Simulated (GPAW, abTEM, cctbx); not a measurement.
# TlAuS2: the scripts behind a bonding study

Short scripts, each with its output. The cell comes from substitution in a known structure type and wasn't matched to any measured phase.

## 1. Build the all-electron density and subtract free atoms

```text
cell
1.0
     4.130884150    0.000000000    0.000000000
    -2.065442070    3.577450610    0.000000000
     0.000000000    0.000000000   14.797094930
Tl Au S
2 2 4
Direct
0.000000000 0.000000000 0.500000000
0.000000000 0.000000000 0.000000000
0.333333330 0.666666670 0.250000000
0.666666670 0.333333330 0.750000000
0.333333330 0.666666670 0.406349350
0.666666670 0.333333330 0.906349350
0.333333330 0.666666670 0.093650650
0.666666670 0.333333330 0.593650650
```

```python
import numpy as np
from ase.io import read
from ase.units import Bohr
from gpaw import GPAW, PW, FermiDirac
from gpaw.calculator import GPAW as OldGPAW
from gpaw.mpi import serial_comm, world
from scipy.special import erfc
from scipy.spatial import cKDTree

atoms = read("cell.vasp")
atoms.calc = GPAW(mode=PW(450), xc="PBE", kpts={"size": (5, 5, 2), "gamma": True},
                 occupations=FermiDirac(0.05), maxiter=120, symmetry={"tolerance": 1e-5}, txt="scf.txt")
atoms.get_potential_energy()
rho = atoms.calc.get_all_electron_density(gridrefinement=2)
moments = atoms.get_magnetic_moments() if atoms.calc.get_number_of_spins() == 2 else np.zeros(len(atoms))
total = atoms.get_magnetic_moment() if moments.any() else 0.0
if world.rank == 0:
    free = OldGPAW(mode=PW(450), xc="PBE", txt=None, communicator=serial_comm)
    neutral = atoms.copy()
    neutral.set_initial_magnetic_moments(None)
    free.initialize(neutral)
    free.set_positions(neutral)
    drho = rho - free.get_all_electron_density(gridrefinement=2)
    # GPAW starts from confined atoms: exchange their smooth part for that of the datasets' free atoms
    h = np.stack(np.meshgrid(*[np.fft.fftfreq(n, 1 / n) for n in drho.shape], indexing="ij"), -1)
    gabs = np.linalg.norm(h @ atoms.cell.reciprocal(), axis=-1)
    tails = np.fft.fftn(free.get_pseudo_density(gridrefinement=2))
    g, form, v0 = np.linspace(0, gabs.max(), 1500), {}, 0
    for e in set(atoms.symbols):
        idx = atoms.symbols.search(e)
        d = free.setups[idx[0]].data
        r, w = d.rgd.r_g * Bohr, d.rgd.r_g**2 * d.rgd.dr_g
        j0 = np.sinc(2 * g[:, None] * r)
        smooth = sum(f * p**2 for f, p in zip(d.f_j, d.phit_jg)) + np.sqrt(4 * np.pi) * d.nct_g
        full = sum(f * p**2 for f, p in zip(d.f_j, d.phi_jg)) + np.sqrt(4 * np.pi) * d.nc_g
        phase = sum(np.exp(-2j * np.pi * h @ s) for s in atoms.get_scaled_positions()[idx])
        tails -= np.interp(gabs, g, j0 @ (smooth * w)) * phase * drho.size / atoms.get_volume()
        form[e] = j0 @ (full * w)
        v0 += 2 * np.pi / 3 * 14.3996 * (full * w * r**2).sum() * len(idx)  # V A^3
    tails *= 0.5 * erfc((gabs - 1.8) / 0.25)  # the tails differ at long wavelengths alone
    drho += np.fft.ifftn(tails).real  # crystal minus superposed spherical free atoms
    np.save("drho.npy", drho)
    dv = atoms.get_volume() / drho.size
    print("grid", drho.shape, " electrons %.3f" % (rho.sum() * dv), " moved by bonding %.3f e" % (abs(drho).sum() * dv / 2))
    pts = np.indices(drho.shape).reshape(3, -1).T / drho.shape @ atoms.cell
    shifts = (np.indices((3, 3, 3)).reshape(3, -1).T - 1) @ atoms.cell
    images = (atoms.positions[None] + shifts[:, None]).reshape(-1, 3)
    dist, idx = cKDTree(images).query(pts, k=4)
    out = drho.ravel()[dist[:, 0] > 0.5]
    print("deformation density beyond 0.5 A of the nuclei: max %.3f, min %.3f e/A^3" % (out.max(), out.min()))
    tie = dist < dist[:, :1] + 1e-4
    q = -np.bincount((idx % len(atoms))[tie], (drho.ravel()[:, None] / tie.sum(1, keepdims=True) * tie)[tie], len(atoms)) * dv
    print("atom        x       y       z   Voronoi charge  moment")
    for a, s, c, m in zip(atoms, atoms.get_scaled_positions(), q, moments):
        print("%-2s%-3d %7.4f %7.4f %7.4f %10.3f %10.2f" % (a.symbol, a.index + 1, *s, c, m))
    np.savez("free.npz", g=g, **form)
    print("mean inner potential of superposed free atoms %.3f V" % (v0 / atoms.get_volume()))
    print("total magnetic moment %.3f muB" % total)
```

```console
$ OMP_NUM_THREADS=1 mpirun -n 4 gpaw python run.py > gpaw.log
```

```text
grid (42, 42, 150)  electrons 384.000  moved by bonding 1.668 e
deformation density beyond 0.5 A of the nuclei: max 0.136, min -0.396 e/A^3
atom        x       y       z   Voronoi charge  moment
Tl1    0.0000  0.0000  0.5000      0.324       0.00
Tl2    0.0000  0.0000  0.0000      0.324       0.00
Au3    0.3333  0.6667  0.2500      0.121       0.00
Au4    0.6667  0.3333  0.7500      0.121       0.00
S 5    0.3333  0.6667  0.4063     -0.222       0.00
S 6    0.6667  0.3333  0.9063     -0.222       0.00
S 7    0.3333  0.6667  0.0937     -0.222       0.00
S 8    0.6667  0.3333  0.5937     -0.222       0.00
mean inner potential of superposed free atoms 14.690 V
total magnetic moment 0.000 muB
```

Time: 29 s on 4 cores of Intel(R) Xeon(R) Platinum 8375C CPU @ 2.90GHz (Ice Lake) (shared host), peak memory 1 GiB.

## 2. Fourier-transform the difference

```python
from cctbx import adptbx, crystal, miller, xray
from cctbx.eltbx import tiny_pse
import numpy as np

cs = crystal.symmetry(unit_cell=(4.1309, 4.1309, 14.7971, 90, 90, 120), space_group_symbol='Hall: -P 6c 2c')  # P6_3/mmc
atoms = [  # label, site, U (iso, or U11 U22 U33 U12 U13 U23 in A^2), occupancy
    ("Tl1", (0, 0, 0.5), 0.0000, 1),
    ("Au1", (1/3, 2/3, 0.25), 0.0000, 1),
    ("S1", (1/3, 2/3, 0.40635), 0.0000, 1),
]
xs = xray.structure(crystal_symmetry=cs)
for label, site, u, occ in atoms:
    u = adptbx.u_cif_as_u_star(cs.unit_cell(), u) if isinstance(u, tuple) else u
    xs.add_scatterer(xray.scatterer(label, site=site, u=u, occupancy=occ))
xs.scattering_type_registry(table="wk1995")
drho = np.load("drho.npy")
T = np.array([[1, 0, 0], [0, 1, 0], [0, 0, 1]])  # conventional axes in terms of the primitive ones
dF = np.fft.ifftn(drho) * 218.67197  # electrons a conventional cell, indexed by primitive hkl
ms = miller.build_set(cs, anomalous_flag=False, d_min=0.9).sort("resolution")
iam = ms.structure_factors_from_scatterers(xs, algorithm="direct").f_calc()
p1 = xs.expand_to_p1()
z = np.array([tiny_pse.table(sc.scattering_type).atomic_number() for sc in p1.scatterers()])
x = np.array(p1.sites_frac())
free = np.load("free.npz")
print("static structure factors of the conventional cell: F in electrons, V (Mott-Bethe) in volts")
print("   h  k  l      d  |F| table  |F| free   |F| DFT   change   |V| free  |V| DFT  change %")
for h, d, table in list(zip(ms.indices(), ms.d_spacings().data(), iam.data()))[:16]:
    df = dF[tuple(np.rint(np.linalg.solve(T, h)).astype(int))]
    phase = np.exp(2j * np.pi * x @ h)
    f = sum(np.interp(1 / d, free["g"], free[sc.scattering_type]) * p for sc, p in zip(p1.scatterers(), phase))
    fz = (z * phase).sum()
    c = 14.3996 * d * d / (np.pi * cs.unit_cell().volume())
    v0, v1 = abs(fz - f) * c, abs(fz - f - df) * c
    print("%4d%3d%3d %7.4f %9.3f %9.3f %9.3f %8.3f %9.3f %8.3f %8s" % (h + (d, abs(table), abs(f), abs(f + df), abs(f + df) - abs(f), v0, v1, "%.1f" % (100 * (v1 / v0 - 1)) if v0 > 0.02 else "-")))
```

```console
$ python run.py
```

```text
static structure factors of the conventional cell: F in electrons, V (Mott-Bethe) in volts
   h  k  l      d  |F| table  |F| free   |F| DFT   change   |V| free  |V| DFT  change %
   0  0  2  7.3986    26.690    26.663    26.734    0.071     2.183    2.102     -3.7
   0  0  4  3.6993   256.487   256.292   255.784   -0.508     5.326    5.471      2.7
   1  0  0  3.5775    49.444    49.442    49.143   -0.299     0.418    0.498     19.2
   1  0  1  3.4773   149.071   148.989   149.042    0.053     4.716    4.702     -0.3
   1  0  2  3.2207   206.393   206.288   205.935   -0.352     4.877    4.953      1.6
   1  0  3  2.8959    80.024    79.887    79.294   -0.592     0.451    0.555     23.1
   1  0  4  2.5716    86.741    86.755    86.836    0.080     2.608    2.597     -0.4
   0  0  6  2.4662    37.699    37.753    38.087    0.334     2.227    2.184     -1.9
   1  0  5  2.2803   121.056   121.001   121.074    0.073     2.923    2.915     -0.3
   1  1  0  2.0654   298.949   298.867   298.436   -0.431     7.613    7.651      0.5
   1  0  6  2.0305   212.244   212.164   212.151   -0.014     5.051    5.052      0.0
   1  1  2  1.9894    18.364    18.426    18.590    0.163     0.841    0.828     -1.6
   0  0  8  1.8496   249.536   249.350   248.982   -0.368     5.043    5.070      0.5
   1  0  7  1.8199   133.342   133.287   133.052   -0.235     3.436    3.452      0.5
   1  1  4  1.8034   221.053   220.814   220.740   -0.075     3.684    3.689      0.1
   2  0  0  1.7887    45.333    45.294    45.372    0.078     0.383    0.377     -1.4
```

Time: 0.34 s on 1 core of Intel(R) Xeon(R) Platinum 8375C CPU @ 2.90GHz (Ice Lake) (shared host), peak memory 0.08 GiB.

## 3. Rock the beam across one reflection

```python
import abtem
import numpy as np
from ase.build import make_supercell
from ase.io import read

abtem.config.set({"dask.lazy": False, "fft": "fftw", "diagnostics.progress_bar": False})
M = [[-1, -2, 0], [0, 0, -1], [1, 0, 0]]  # rows: x, y and beam direction in the primitive cell's axes
unit = make_supercell(read("cell.vasp"), M)
unit.set_cell(list(unit.cell.lengths()) + [90, 90, 90], scale_atoms=True)
unit.positions[:, 2] += 1.0327  # keeps atomic planes off the slice boundaries
unit.wrap()
slab = unit * (1, 1, 216)
print(slab.get_chemical_formula(), "| box %.2f x %.2f x %.2f A" % tuple(slab.cell.lengths()))

# change of the potential by bonding, from the DFT deformation density (Poisson's equation term by term)
drho = np.load("drho.npy")
prim = read("cell.vasp")
h = np.stack(np.meshgrid(*[np.fft.fftfreq(n, 1 / n) for n in drho.shape], indexing="ij"), -1).reshape(-1, 3).astype(int)
g2 = ((h @ prim.cell.reciprocal()) ** 2).sum(1)
keep = (g2 > 0) & (g2 < 2.5**2)
shape = (159, 329, 24)
vg = np.zeros(shape, complex)
hm = h[keep] @ np.array(M).T
move = np.exp(-2j * np.pi * hm[:, 2] * (1.0327 / unit.cell[2, 2] - 0.5 / shape[2]))  # the same shift, sampled at mid-points
vg[tuple(hm.T % np.array(shape)[:, None])] = -14.3996 / np.pi * (np.fft.fftn(drho).ravel() / drho.size)[keep] / g2[keep] * move
dV = np.fft.ifftn(vg).real * vg.size
dV = dV.reshape(159, 329, 2, 12).mean(3) * unit.cell[2, 2] / 2  # V A, projected in each slice
dV = np.tile(dV.transpose(2, 0, 1), (216, 1, 1))


def build(atoms):
    p = abtem.Potential(atoms, gpts=(159, 329), slice_thickness=[slab.cell[2, 2] / 432] * 432,
                        parametrization="lobato", projection="infinite", exit_planes=108).build()
    p.array[:] += BONDING * dV
    return p


def potentials():
    yield build(slab)  # atoms at rest


for label, BONDING in (("IAM", 0.0), ("DFT", 1.0)):
    print("=====", label)
    potential = build(slab)
    print("grid", potential.gpts, "slices", potential.num_slices)
    thickness = potential.exit_thicknesses
    h = np.array(M) @ np.linalg.solve(np.array([[1, 0, 0], [0, 1, 0], [0, 0, 1]]), [0, 1, 1])
    ix, iy = round(h[0]) * 1, round(h[1]) * 1
    gxy = h[:2] / unit.cell.lengths()[:2]
    along = gxy / np.hypot(*gxy)
    across = np.array([-along[1], along[0]])
    bragg = 500 * abtem.PlaneWave(energy=100000).wavelength * np.hypot(*gxy)
    print("Bragg angle %.3f mrad; beam tilted 37 mrad off the zone axis across the row" % bragg)
    print("dark-field intensity of 0 1 1 against tilt along the row, in Bragg angles")
    print("  t (A)" + "".join("%8.2f" % s for s in [0.2, 0.4, 0.6, 0.8, 1.0, 1.2, 1.4, 1.6, 1.8, 2.0, 2.2, 2.4, 2.6]))
    rows = []
    row = [(n * ix, n * iy) for n in range(-8, 9)]
    for s in [0.2, 0.4, 0.6, 0.8, 1.0, 1.2, 1.4, 1.6, 1.8, 2.0, 2.2, 2.4, 2.6]:
        tilt = -s * bragg * along + 37 * across
        dp = abtem.PlaneWave(energy=100000, tilt=tuple(tilt)).multislice(potential).diffraction_patterns(max_angle="valid").array
        rows.append(dp[:, dp.shape[1] // 2 + ix, dp.shape[2] // 2 + iy])
        if s == 1.0:
            cx, cy = dp.shape[1] // 2, dp.shape[2] // 2
            share = sum(dp[:, cx + i, cy + j] for i, j in row if abs(i) < cx and abs(j) < cy) / dp.sum(axis=(1, 2))
            total = dp.sum(axis=(1, 2))
    for t, a in list(zip(thickness, np.array(rows).T))[1:]:
        print("%7.1f" % t + "".join("%8.4f" % v for v in a))
    print("at the Bragg tilt, share in the row:", share[1:].round(3).tolist(), "total:", total[1:].round(3).tolist())
```

```console
$ python run.py
```

```text
Au864S1728Tl864 | box 7.15 x 14.80 x 892.27 A
===== IAM
grid (159, 329) slices 432
Bragg angle 5.322 mrad; beam tilted 37 mrad off the zone axis across the row
dark-field intensity of 0 1 1 against tilt along the row, in Bragg angles
  t (A)    0.20    0.40    0.60    0.80    1.00    1.20    1.40    1.60    1.80    2.00    2.20    2.40    2.60
  223.1  0.1137  0.1214  0.1164  0.1100  0.1049  0.0990  0.0893  0.0725  0.0530  0.0355  0.0179  0.0048  0.0009
  446.1  0.0421  0.0721  0.0676  0.0038  0.0116  0.0101  0.0616  0.1056  0.0755  0.0449  0.0154  0.0103  0.0241
  669.2  0.0026  0.0724  0.0706  0.0248  0.0015  0.0082  0.0860  0.0549  0.0100  0.0210  0.0113  0.0186  0.0022
  892.3  0.0139  0.0328  0.0432  0.0013  0.0544  0.0020  0.1121  0.0075  0.0099  0.0001  0.0146  0.0025  0.0161
at the Bragg tilt, share in the row: [0.16899999976158142, 0.23100000619888306, 0.03400000184774399, 0.1120000034570694] total: [0.9860000014305115, 0.9729999899864197, 0.9539999961853027, 0.9240000247955322]
===== DFT
grid (159, 329) slices 432
Bragg angle 5.322 mrad; beam tilted 37 mrad off the zone axis across the row
dark-field intensity of 0 1 1 against tilt along the row, in Bragg angles
  t (A)    0.20    0.40    0.60    0.80    1.00    1.20    1.40    1.60    1.80    2.00    2.20    2.40    2.60
  223.1  0.1113  0.1183  0.1128  0.1062  0.1011  0.0958  0.0867  0.0705  0.0512  0.0339  0.0167  0.0043  0.0008
  446.1  0.0448  0.0720  0.0647  0.0027  0.0135  0.0095  0.0616  0.1084  0.0763  0.0457  0.0160  0.0093  0.0226
  669.2  0.0020  0.0685  0.0657  0.0232  0.0027  0.0081  0.0897  0.0568  0.0091  0.0236  0.0122  0.0170  0.0019
  892.3  0.0133  0.0332  0.0436  0.0012  0.0578  0.0020  0.1167  0.0078  0.0109  0.0003  0.0134  0.0020  0.0147
at the Bragg tilt, share in the row: [0.16300000250339508, 0.2280000001192093, 0.03500000014901161, 0.1080000028014183] total: [0.9860000014305115, 0.9729999899864197, 0.9539999961853027, 0.9229999780654907]
```

Time: 2.1 min.

[Outputs are excerpts: Python notices, other lines and further rows are left out; steps that failed or that the build refused (PBEsol, TPSS) are not shown.]

[Logs are printed without paths, hosts, clocks, repeated set-up lines and the standing remarks that a program may print on its own settings, such as how far it seeks lower states.]
